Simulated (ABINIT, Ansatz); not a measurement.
# H4C (I-43m): third-order response

Aim: Raman and infrared lines of H4C (I-43m).

Program: ABINIT 10.8.3. Level of theory: DFT LDA, scalar-relativistic, plane waves, PseudoDojo norm-conserving pseudopotentials. Results are calculated unless marked as measured.

## Step 1: The structure

It takes space group I-43m (No. 217, cubic). The conventional cell has a = 4.256 Å, b = 4.256 Å, c = 4.256 Å, α = 90.00°, β = 90.00°, γ = 90.00°. Nearest to H lie 1 C at 1.10 Å. C has 4 H at 1.10 Å nearest. Farther neighbours are not listed.

## Step 2: Relaxing the cell and atoms

The harmonic expansion needs vanishing forces, and a free crystal bears no stress, so cell and atoms are brought to rest. Stress is more sensitive to the basis than forces are: the last 3 Ha under the cutoff are smoothed with ecutsm, and the cutoff is raised above that of the later runs.

The starting cell comes from a relaxation made beforehand in Ansatz (LDA, PseudoDojo NC).

Contents of relax.abi:

```
# relaxation
ionmov 2
optcell 2
dilatmx 1.08
ntime 40
tolmxf 1.0d-05
tolvrs 1.0d-14
prtwf 0
prtden 0
chksymtnons 0

# basis, mesh and filling
ecut 46.0
ecutsm 3.0
ngkpt 8 8 8
nshiftk 1
shiftk 0.0 0.0 0.0
istwfk *1
occopt 1
nband 4
nstep 100
diemac 9.0
prtebands 0
prtgsr 0

# cell and atoms
acell 3*1.0 Angstrom
rprim 
    2.12789117 2.12789117 2.12789117
    -2.12789117 2.12789117 2.12789117
    -2.12789117 -2.12789117 2.12789117
ntypat 2
znucl 1 6
natom 5
typat 1 1 1 1 2
xred 
    0.0 0.0 0.2985016041
    0.0 0.7014983959 0.0
    0.7014983959 0.2985016041 0.7014983959
    0.2985016041 0.0 0.0
    0.0 0.0 0.0
pp_dirpath "./pseudo"
pseudos "H.upf, C.upf"
```

The run is started by

```sh
> OMP_NUM_THREADS=1 mpirun -n 4 abinit relax.abi > relax.log
```

Numbers of over 12 decimals in the logs are rounded to 6 here.

relax.abo, the main output file:

```text
[banners, grids, parts of the stress and lines that vanish by symmetry left out]
- input  file    -> relax.abi
- output file    -> relax.abo
- root for input  files -> relaxi
[...]
Symmetries : space group I-4 3 m (#217); Bravais cI (body-center cubic)
[...]
mpw =        4904          nfft =      110592          nkpt =          29
[...]
== DATASET  1 ==================================================================
[...]
cutoff_energies: {ecut:  46.0, pawecutdg:  -1.0, }
[...]
ETOT  1  -8.238664    -8.239E+00 8.847E-02 1.279E+03
 ETOT  2  -8.317787    -7.912E-02 2.614E-06 3.424E+02
 ETOT  3  -8.362078    -4.429E-02 2.028E-04 9.823E+00
 ETOT  4  -8.362908    -8.302E-04 3.909E-06 2.578E-02
 ETOT  5  -8.362909    -8.162E-07 6.132E-09 2.559E-04
[...]
At SCF step   10       vres2   =  4.71E-15 < tolvrs=  1.00E-14 =>converged.
[...]
sigma(1 1)=  1.22996828E-06  sigma(3 2)=  0.00000000E+00
  sigma(2 2)=  1.22996828E-06  sigma(3 1)=  0.00000000E+00
  sigma(3 3)=  1.22996828E-06  sigma(2 1)=  0.00000000E+00
[...]
convergence: {deltae: -4.103E-13, res2:  4.707E-15, residm:  1.191E-18, diffor: null, }
etotal    :  -8.36290894E+00
[...]
ETOT  1  -8.362909    -8.363E+00 9.828E-12 6.891E-04
[...]
At SCF step    7       vres2   =  4.00E-15 < tolvrs=  1.00E-14 =>converged.
[...]
sigma(1 1)=  8.58375579E-07  sigma(3 2)=  0.00000000E+00
  sigma(2 2)=  8.58375579E-07  sigma(3 1)=  0.00000000E+00
  sigma(3 3)=  8.58375579E-07  sigma(2 1)=  0.00000000E+00
[...]
convergence: {deltae: -3.979E-13, res2:  4.003E-15, residm:  2.555E-19, diffor: null, }
etotal    :  -8.36290897E+00
[...]
ETOT  1  -8.362909    -8.363E+00 7.482E-05 3.144E-03
[...]
At SCF step    8       vres2   =  1.17E-16 < tolvrs=  1.00E-14 =>converged.
[...]
sigma(1 1)=  2.18067597E-07  sigma(3 2)=  0.00000000E+00
  sigma(2 2)=  2.18067597E-07  sigma(3 1)=  0.00000000E+00
  sigma(3 3)=  2.18067597E-07  sigma(2 1)=  0.00000000E+00
[...]
convergence: {deltae: -6.928E-14, res2:  1.173E-16, residm:  5.509E-21, diffor: null, }
etotal    :  -8.36290901E+00
[...]
ETOT  1  -8.362909    -8.363E+00 3.364E-11 1.380E-03
[...]
At SCF step    8       vres2   =  2.68E-16 < tolvrs=  1.00E-14 =>converged.
[...]
sigma(1 1)= -3.81056899E-08  sigma(3 2)=  0.00000000E+00
  sigma(2 2)= -3.81056899E-08  sigma(3 1)=  0.00000000E+00
  sigma(3 3)= -3.81056899E-08  sigma(2 1)=  0.00000000E+00
[...]
convergence: {deltae: -5.986E-13, res2:  2.682E-16, residm:  1.443E-20, diffor: null, }
etotal    :  -8.36290903E+00
[...]
ETOT  1  -8.362907    -8.363E+00 2.325E-09 2.402E-02
[...]
sigma(1 1)= -7.12415403E-07  sigma(3 2)=  0.00000000E+00
  sigma(2 2)= -7.12415403E-07  sigma(3 1)=  0.00000000E+00
[...]
convergence: {deltae: -1.119E-13, res2:  9.076E-15, residm:  5.019E-19, diffor: null, }
etotal    :  -8.36290914E+00
[...]
ETOT  1  -8.362907    -8.363E+00 5.659E-03 3.363E-02
[...]
convergence: {deltae: -5.365E-13, res2:  4.636E-16, residm:  1.164E-19, diffor: null, }
etotal    :  -8.36290926E+00
[...]
ETOT  1  -8.362907    -8.363E+00 4.623E-10 2.510E-02
[...]
convergence: {deltae: -6.057E-13, res2:  4.373E-16, residm:  1.625E-19, diffor: null, }
etotal    :  -8.36290936E+00
[...]
ETOT  1  -8.362909    -8.363E+00 2.184E-09 3.439E-04
[...]
At SCF step    8       vres2   =  2.23E-15 < tolvrs=  1.00E-14 =>converged.
[...]
sigma(2 2)= -2.36923682E-07  sigma(3 1)=  0.00000000E+00
  sigma(3 3)= -2.36923682E-07  sigma(2 1)=  0.00000000E+00
[...]
convergence: {deltae: -1.776E-14, res2:  2.230E-15, residm:  1.978E-19, diffor: null, }
etotal    :  -8.36290939E+00
[...]
ETOT  1  -8.362909    -8.363E+00 1.187E-12 5.920E-04
[...]
ETOT  6  -8.362909     2.274E-13 3.465E-17 1.200E-12
 ETOT  7  -8.362909     3.020E-14 3.194E-19 4.262E-15
 At SCF step    7       vres2   =  4.26E-15 < tolvrs=  1.00E-14 =>converged.
[...]
sigma(1 1)= -2.05947832E-08  sigma(3 2)=  0.00000000E+00
  sigma(2 2)= -2.05947832E-08  sigma(3 1)=  0.00000000E+00
  sigma(3 3)= -2.05947832E-08  sigma(2 1)=  0.00000000E+00
[...]
convergence: {deltae:  3.020E-14, res2:  4.262E-15, residm:  3.194E-19, diffor: null, }
etotal    :  -8.36290939E+00
[...]
At Broyd/MD step   9, gradients are converged :
[...]
sigma(1 1)= -2.05947832E-08  sigma(3 2)=  0.00000000E+00
  sigma(2 2)= -2.05947832E-08  sigma(3 1)=  0.00000000E+00
  sigma(3 3)= -2.05947832E-08  sigma(2 1)=  0.00000000E+00
[...]
- sigma(1 1)= -6.05919442E-04  sigma(3 2)=  0.00000000E+00
- sigma(2 2)= -6.05919442E-04  sigma(3 1)=  0.00000000E+00
- sigma(3 3)= -6.05919442E-04  sigma(2 1)=  0.00000000E+00
[...]
fcart     -4.6797510400E-07 -4.6797510400E-07  4.6797510400E-07
           strten     -2.0594783245E-08 -2.0594783245E-08 -2.0594783245E-08
================================================================================

[key lines of the parts left out:]
pressure_GPa:   6.0592E-04
Total energy (etotal) [Ha]= -8.36290939393352E+00
```

Run time: 67 s. Hardware: 4 MPI ranks of Intel Xeon Platinum 8259CL at 2.50GHz (Skylake/Cascade Lake), shared host; 4.4 min of CPU time.

Step by step:

| step | energy less that of the first step (eV) | largest force (eV/Å) | volume (Å³) |
| --- | --- | --- | --- |
| 1 | 0.0000 | 0.0013 | 38.54 |
| 2 | 0.0000 | 0.0004 | 38.54 |
| 3 | 0.0000 | 0.0032 | 38.53 |
| 4 | 0.0000 | 0.0042 | 38.52 |
| 5 | 0.0000 | 0.0063 | 38.48 |
| 6 | 0.0000 | 0.0064 | 38.44 |
| 7 | 0.0000 | 0.0037 | 38.40 |
| 8 | 0.0000 | 0.0009 | 38.39 |
| 9 | 0.0000 | 0.0000 | 38.40 |

| conventional cell, symmetrised | before | after | change |
| --- | --- | --- | --- |
| a (Å) | 4.256 | 4.251 | -0.1 % |
| b (Å) | 4.256 | 4.251 | -0.1 % |
| c (Å) | 4.256 | 4.251 | -0.1 % |
| volume (Å³/atom) | 7.71 | 7.68 | -0.4 % |

Final coordinates:

```xyz
5
Lattice="2.1253 2.1253 2.1253 -2.1253 2.1253 2.1253 -2.1253 -2.1253 2.1253" Properties=species:S:1:pos:R:3 pbc="T T T"
H    -0.6351   -0.6351    0.6351
H    -1.4902    1.4902    1.4902
H    -0.6351    0.6351    3.6155
H     0.6351    0.6351    0.6351
C     0.0000    0.0000    0.0000
```

Numbers from this step:

```yaml
volume_per_atom: 7.680 Å³
pressure: 6.06e-4 GPa
```

The volume changes by -0.4 % from the cell with which this run began.

## Step 3: Ground state

First-order wavefunctions inherit every error of the ground state, hence the very tight tolvrs. The mesh is shifted off Γ, since shifted meshes converge sums over the zone faster.

Contents of gs.abi:

```
# ground state
tolvrs 1.0d-16
prtden 1
prtwf 1

# basis, mesh and filling
ecut 37.0
ngkpt 8 8 8
nshiftk 1
shiftk 0.5 0.5 0.5
istwfk *1
occopt 1
nband 4
nstep 100
diemac 9.0
prtebands 0
prtgsr 0

# cell and atoms
acell 3*1.0 Angstrom
rprim 
    2.125306349 2.125306349 2.125306349
    -2.125306349 2.125306349 2.125306349
    -2.125306349 -2.125306349 2.125306349
ntypat 2
znucl 1 6
natom 5
typat 1 1 1 1 2
xred 
    0.0 0.0 0.2988472981
    0.0 0.7011527019 0.0
    0.7011527019 0.2988472981 0.7011527019
    0.2988472981 0.0 0.0
    0.0 0.0 0.0
pp_dirpath "./pseudo"
pseudos "H.upf, C.upf"
```

The run is started by

```sh
> OMP_NUM_THREADS=1 mpirun -n 4 abinit gs.abi > gs.log
```

gs.abo, the main output file:

```text
[banners, grids, parts of the stress and lines that vanish by symmetry left out]
- input  file    -> gs.abi
- output file    -> gs.abo
- root for input  files -> gsi
[...]
Symmetries : space group I-4 3 m (#217); Bravais cI (body-center cubic)
[...]
mpw =        2811          nfft =       64000          nkpt =          26
[...]
== DATASET  1 ==================================================================
[...]
cutoff_energies: {ecut:  37.0, pawecutdg:  -1.0, }
[...]
ETOT  1  -8.234251    -8.234E+00 3.651E-02 7.695E+02
 ETOT  2  -8.311424    -7.717E-02 1.296E-06 2.271E+02
 ETOT  3  -8.362090    -5.067E-02 2.132E-04 4.807E+00
 ETOT  4  -8.362741    -6.504E-04 2.835E-06 1.735E-02
 ETOT  5  -8.362741    -5.660E-07 5.343E-09 1.347E-04
[...]
ETOT 10  -8.362741     5.151E-14 7.529E-19 5.913E-16
 ETOT 11  -8.362741    -2.558E-13 4.406E-21 3.793E-18
 At SCF step   11       vres2   =  3.79E-18 < tolvrs=  1.00E-16 =>converged.
[...]
sigma(1 1)=  6.74822106E-06  sigma(3 2)=  0.00000000E+00
  sigma(2 2)=  6.74822106E-06  sigma(3 1)=  0.00000000E+00
  sigma(3 3)=  6.74822106E-06  sigma(2 1)=  0.00000000E+00
[...]
convergence: {deltae: -2.558E-13, res2:  3.793E-18, residm:  4.406E-21, diffor: null, }
etotal    :  -8.36274122E+00
[...]
sigma(1 1)=  6.74822106E-06  sigma(3 2)=  0.00000000E+00
  sigma(2 2)=  6.74822106E-06  sigma(3 1)=  0.00000000E+00
  sigma(3 3)=  6.74822106E-06  sigma(2 1)=  0.00000000E+00
[...]
- sigma(1 1)=  1.98539518E-01  sigma(3 2)=  0.00000000E+00
- sigma(2 2)=  1.98539518E-01  sigma(3 1)=  0.00000000E+00
- sigma(3 3)=  1.98539518E-01  sigma(2 1)=  0.00000000E+00
[...]
fcart     -1.9570238112E-05 -1.9570238112E-05  1.9570238112E-05
           strten      6.7482210649E-06  6.7482210649E-06  6.7482210649E-06
================================================================================

[key lines of the parts left out:]
pressure_GPa:  -1.9854E-01
```

It took 7.4 s on 4 MPI ranks; 29 s of CPU time.

This step gave:

```
pressure : -0.1985 GPa
```

The cell stands at -0.20 GPa: the relaxation ran with a smoothed and higher cutoff and on another k mesh.

## Step 4: Empty bands

Empty bands on the ground state's density check that the gap assumed so far is there in this cell.

Contents of gap.abi:

```
# empty bands on the ground state's density
iscf -2
getden_filepath "gso_DEN"
tolwfr 1.0d-12
nbdbuf 2
prtwf 0

# basis, mesh and filling
ecut 37.0
ngkpt 8 8 8
nshiftk 1
shiftk 0.0 0.0 0.0
istwfk *1
occopt 1
nband 8
nstep 100
diemac 9.0
prtebands 0
prtgsr 0

# cell and atoms
acell 3*1.0 Angstrom
rprim 
    2.125306349 2.125306349 2.125306349
    -2.125306349 2.125306349 2.125306349
    -2.125306349 -2.125306349 2.125306349
ntypat 2
znucl 1 6
natom 5
typat 1 1 1 1 2
xred 
    0.0 0.0 0.2988472981
    0.0 0.7011527019 0.0
    0.7011527019 0.2988472981 0.7011527019
    0.2988472981 0.0 0.0
    0.0 0.0 0.0
pp_dirpath "./pseudo"
pseudos "H.upf, C.upf"
```

The run is started by

```sh
> OMP_NUM_THREADS=1 mpirun -n 4 abinit gap.abi > gap.log
```

gap.abo, the main output file:

```text
[banners, grids, parts of the stress and lines that vanish by symmetry left out]
- input  file    -> gap.abi
- output file    -> gap.abo
- root for input  files -> gapi
[...]
Symmetries : space group I-4 3 m (#217); Bravais cI (body-center cubic)
[...]
mpw =        2808          nfft =       64000          nkpt =          29
[...]
== DATASET  1 ==================================================================
[...]
cutoff_energies: {ecut:  37.0, pawecutdg:  -1.0, }
[...]
-outvars: echo values of variables after computation
            acell      1.8897261259E+00  1.8897261259E+00  1.8897261259E+00 Bohr
================================================================================
```

Wall time 6.5 s (4 MPI ranks); 25 s of CPU time.

This step gave:

| Item | Value |
| --- | --- |
| gap on the k-mesh | 7.592 eV |

In this cell the gap on the mesh is 7.6 eV, direct, so fixed occupations hold.

(Continued in part 2 of 4.)

[Host names and launcher messages were left out of these logs when they were recorded.]

[Logs are printed without paths, hosts, clocks, repeated set-up lines and the standing remarks that a program may print on its own settings, such as how far it seeks lower states.]

[Hosts, paths, dates, database ids (printed as entryN), source tags and the programs' standing remarks are cut or masked in the printed files.]
